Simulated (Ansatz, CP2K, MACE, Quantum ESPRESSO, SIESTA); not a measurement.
# Amorphous HfO2 at 8.62 g/cm³ (84 atoms): relaxed, then solved by several programs

Aim: relax amorphous HfO2 at 8.62 g/cm³ (84 atoms), then compare forces, pressure and levels from several programs at that geometry.

All numbers are calculated, not measured.

## 1. The cell

The cell holds 84 atoms (28 Hf and 56 O), with edges of 10.43, 10.43 and 10.43 Å. Recipe: 84 atoms (28 Zr, 56 O) placed at random at 5.04 g/cm³, melted at 5000 K for 10 ps at fixed volume with the Morse and Coulomb pair potential with partial charges (Pedone, Malavasi, Menziani, Cormack and Segre, J. Phys. Chem. B 110, 11780 (2006)). Quenched from 5000 K to 300 K at 50 K/ps and fixed volume, held 5 ps, then minimised at fixed cell. Then Zr was replaced by Hf at the same volume (the potential has no terms for Hf, so the cell is a start for a DFT relaxation). Then the atoms were relaxed with MACE MP-0b3 medium in the fixed cell. Then the atoms were relaxed with CP2K double zeta, PBE.

## 2. The relaxation

CP2K double zeta (DZVP-MOLOPT-SR, GTH-PBE potentials, 480 Ry; k-points Γ) took 26 geometry steps and reached its thresholds. It started from the geometry that MACE MP-0b3 medium had relaxed.

It took 29 min on 4 MPI ranks of Arm Neoverse V1, shared host; peak memory 3.7 GiB; 2 h of CPU time.

|  | before | after |
| --- | --- | --- |
| energy (meV/atom) | 0 | -3.3 |
| Hf-O bonds under 2.82 Å | 170 at 2.146 Å | 168 at 2.136 Å |

Atoms moved by 0.04 Å r.m.s. and 0.11 Å at most, with the common shift taken off.

## 3. Local order after relaxation

Density 8.62 g/cm³, 13.52 Å³ an atom.

Pair distribution functions g(r), in bins of 0.1 Å:

| r (Å) | total | O-O | O-Hf | Hf-Hf |
| --- | --- | --- | --- | --- |
| 1.75 | 0.00 | 0.00 | 0.00 | 0.00 |
| 1.85 | 0.07 | 0.00 | 0.16 | 0.00 |
| 1.95 | 1.26 | 0.00 | 2.83 | 0.00 |
| 2.05 | 3.81 | 0.00 | 8.58 | 0.00 |
| 2.15 | 2.57 | 0.00 | 5.78 | 0.00 |
| 2.25 | 1.01 | 0.00 | 2.28 | 0.00 |
| 2.35 | 0.28 | 0.00 | 0.62 | 0.00 |
| 2.45 | 0.51 | 0.28 | 0.87 | 0.00 |
| 2.55 | 0.39 | 0.70 | 0.18 | 0.00 |
| 2.65 | 1.06 | 2.22 | 0.16 | 0.00 |
| 2.75 | 1.39 | 3.12 | 0.00 | 0.00 |
| 2.85 | 1.17 | 2.48 | 0.14 | 0.00 |
| 2.95 | 1.11 | 2.44 | 0.07 | 0.00 |
| 3.05 | 1.07 | 2.23 | 0.06 | 0.50 |
| 3.15 | 0.75 | 1.28 | 0.29 | 0.47 |
| 3.25 | 1.02 | 1.59 | 0.21 | 1.97 |
| 3.35 | 1.00 | 1.13 | 0.41 | 2.86 |
| 3.45 | 0.78 | 0.83 | 0.48 | 1.74 |
| 3.55 | 0.63 | 0.69 | 0.45 | 1.10 |
| 3.65 | 1.02 | 0.57 | 0.95 | 3.11 |
| 3.75 | 0.89 | 0.49 | 0.82 | 2.78 |
| 3.85 | 1.12 | 0.74 | 1.12 | 2.64 |
| 3.95 | 1.02 | 0.74 | 1.00 | 2.21 |
| 4.05 | 1.25 | 0.95 | 1.58 | 1.12 |
| 4.15 | 1.03 | 0.97 | 1.17 | 0.67 |
| 4.25 | 1.11 | 0.80 | 1.44 | 1.02 |
| 4.35 | 0.87 | 0.64 | 1.16 | 0.61 |
| 4.45 | 0.98 | 0.50 | 1.63 | 0.35 |
| 4.55 | 1.15 | 0.56 | 1.89 | 0.56 |
| 4.65 | 0.91 | 0.72 | 1.23 | 0.43 |
| 4.75 | 1.12 | 0.79 | 1.54 | 0.81 |
| 4.85 | 1.05 | 0.93 | 1.27 | 0.59 |
| 4.95 | 0.86 | 0.75 | 1.01 | 0.66 |
| 5.05 | 0.91 | 1.13 | 0.77 | 0.63 |
| 5.15 | 0.95 | 1.28 | 0.70 | 0.61 |

Bonds by pair of elements; cutoffs follow the first minimum of g(r), held within bounds set by covalent radii, and pairs that aren't listed don't count as bonded:

| pair A-B | cutoff (Å) | bonds | mean length (Å) | spread (Å) | shortest (Å) | B about A | A about B |
| --- | --- | --- | --- | --- | --- | --- | --- |
| O-Hf | 2.82 | 168 | 2.14 | 0.14 | 1.87 | 3 | 6 |

How many atoms have how many bonded neighbours:

| element | mean | 2 | 3 | 4 | 5 | 6 | 7 |
| --- | --- | --- | --- | --- | --- | --- | --- |
| Hf | 6 | 0 | 0 | 1 | 3 | 19 | 5 |
| O | 3 | 6 | 44 | 6 | 0 | 0 | 0 |

Bond angles, per cent of each kind in bins of 5°:

| angle (°) | O-Hf-O | Hf-O-Hf |
| --- | --- | --- |
| 65–70 | 2.1 | 0.0 |
| 70–75 | 11.3 | 0.0 |
| 75–80 | 11.3 | 0.0 |
| 80–85 | 8.9 | 1.1 |
| 85–90 | 9.2 | 2.9 |
| 90–95 | 8.5 | 5.2 |
| 95–100 | 9.2 | 13.2 |
| 100–105 | 5.9 | 10.9 |
| 105–110 | 4.0 | 10.3 |
| 110–115 | 1.9 | 5.8 |
| 115–120 | 2.4 | 5.2 |
| 120–125 | 1.9 | 8.6 |
| 125–130 | 2.4 | 9.2 |
| 130–135 | 1.6 | 8.1 |
| 135–140 | 1.4 | 9.2 |
| 140–145 | 2.8 | 3.5 |
| 145–150 | 2.6 | 2.3 |
| 150–155 | 3.3 | 2.3 |
| 155–160 | 3.8 | 0.0 |
| 160–165 | 1.9 | 1.1 |
| 165–170 | 2.6 | 1.1 |
| 170–175 | 1.2 | 0.0 |
| 175–180 | 0.2 | 0.0 |

Bond angles (no mean is given where the spread exceeds 20°):

| angle | count | mean (°) | spread (°) |
| --- | --- | --- | --- |
| O-Hf-O | 426 | - | - |
| Hf-O-Hf | 174 | 117 | 18.6 |

Bond length by coordination (bonds to H left out):

| element | coordination | atoms | mean bond length (Å) |
| --- | --- | --- | --- |
| Hf | 4 | 1 | 1.99 |
| Hf | 5 | 3 | 2.07 |
| Hf | 6 | 19 | 2.13 |
| Hf | 7 | 5 | 2.20 |
| O | 2 | 6 | 1.98 |
| O | 3 | 44 | 2.13 |
| O | 4 | 6 | 2.26 |

For some of the pairs, g(r) has its first main peak near 2.8 Å (O-O) and 2.1 Å (O-Hf). By these cutoffs 68 % of Hf atoms have 6 and 79 % of O atoms have 3 bonded neighbours. Bonds at O atoms with 2 neighbours average 1.98 Å, against 2.26 Å at those with 4.

## 4. The plane-wave reference

Quantum ESPRESSO 7.5: Kohn-Sham DFT, PBE, SSSP efficiency 1.3.0 pseudopotentials, plane waves. Its input for the relaxed cell:

```
&control
  calculation = 'scf'
  pseudo_dir = './pseudo'
  outdir = './tmp'
  disk_io = 'none'
  tprnfor = .true.
  tstress = .true.
/
&system
  ibrav = 0
  nat = 84
  ntyp = 2
  ecutwfc = 60
  ecutrho = 480
  nosym = .true.
  occupations = 'smearing'
  smearing = 'fd'
  degauss = 0.003675
/
&electrons
  conv_thr = 4.2e-07
  electron_maxstep = 100
  mixing_beta = 0.4
  mixing_mode = 'plain'
  diagonalization = 'david'
/
ATOMIC_SPECIES
Hf 178.490 Hf.upf
O 15.999 O.upf
CELL_PARAMETERS angstrom
10.43370 0.00000 0.00000
0.00000 10.43370 0.00000
0.00000 0.00000 10.43370
ATOMIC_POSITIONS crystal
Hf 0.10217 0.23052 0.09740
Hf 0.86353 0.57280 0.27672
Hf 0.98532 0.47583 0.62241
[... 79 atom lines left out ...]
O 0.40312 0.99865 0.55404
O 0.26568 0.12549 0.09844
K_POINTS gamma
```

Elapsed: 3.7 min, on 4 MPI ranks of Arm Neoverse V1, shared host; peak memory 3.9 GiB; 15 min of CPU time.

## 5. Side by side

CPU times are from a shared host and are rough.

```
                level                    basis or training data  k-points  own r.m.s. force (meV/Å)  difference from the reference (meV/Å)  pressure (GPa)  Kohn-Sham gap (eV)  CPU time  memory (GiB)
              QE, PBE   plane waves, SSSP efficiency, 60/480 Ry         Γ                       114                                      -           -2.78                3.79    15 min           3.9
CP2K triple zeta, PBE     TZV2P-UZH, GTH-PBE potentials, 600 Ry         Γ                        73                                    101           -6.01                3.82    15 min           7.5
      SIESTA DZP, PBE  DZP orbitals, shift 0.01 Ry, mesh 400 Ry         Γ                       232                                    140           -0.82                3.71   5.7 min           2.0
   MACE MP-0b3 medium        trained on PBE(+U) plane-wave data         -                       135                                     73           -3.43                   -     8.8 s           1.1
```

The gap is the spacing of the highest filled and lowest empty Kohn-Sham level on the mesh; a dash marks partly filled levels, a spacing under 0.15 eV or a method without such levels.

## 6. What came out

Relaxation in the fixed cell lowers the energy by 3 meV/atom at its own level and moves atoms by up to 0.11 Å. By the cutoffs of the final cell 0 bonds formed and 2 were lost, leaving 168. The reference finds an r.m.s. force of 114 meV/Å there and a pressure of -2.78 GPa, at a geometry that CP2K double zeta made.

Forces differ from the reference's by 73 meV/Å (MACE MP-0b3 medium), 101 meV/Å (CP2K triple zeta, PBE) and 140 meV/Å (SIESTA DZP, PBE). CP2K double zeta is at its own minimum here, so the reference's force is itself a measure of how the two differ. Pressures lie -0.6 GPa (MACE MP-0b3 medium), -3.2 GPa (CP2K triple zeta, PBE) and +2.0 GPa (SIESTA DZP, PBE) from the reference's. The highest filled and lowest empty levels lie 3.79 eV apart in the reference, against 3.82 eV in CP2K triple zeta, PBE and 3.71 eV in SIESTA DZP, PBE. By these cutoffs 68 % of Hf atoms have 6 and 79 % of O atoms have 3 bonded neighbours.

Caveats: The density was set by the recipe and held. One sample of a disordered cell; defect or tail levels can set the gap. Gaps are read on the mesh, which holds the band edges only if they fold onto it, and semilocal functionals tend to put them under measured ones. The quench rate of 50 K/ps is many orders above laboratory rates, so the cell is likely richer in defects and strain than a real sample. The reference samples only Γ, in a cell whose shortest periodic width is 10 Å. Spin–orbit coupling is left out, which matters for the levels of the heavy elements. The plane-wave runs aren't exact: their cutoffs and mesh weren't converged further here. SIESTA's automatically made basis is far from complete, and its potentials were converted by us (checked for H, C, O, Si, Ge and Ca alone). Where levels are smeared, the DFT runs use Fermi–Dirac occupations at 580 K (0.05 eV), and energies are free energies.

[Logs are printed without paths, hosts, clocks, repeated set-up lines and the standing remarks that a program may print on its own settings, such as how far it seeks lower states.]

[Hosts, paths, dates, database ids (printed as entryN), source tags and the programs' standing remarks are cut or masked in the printed files.]
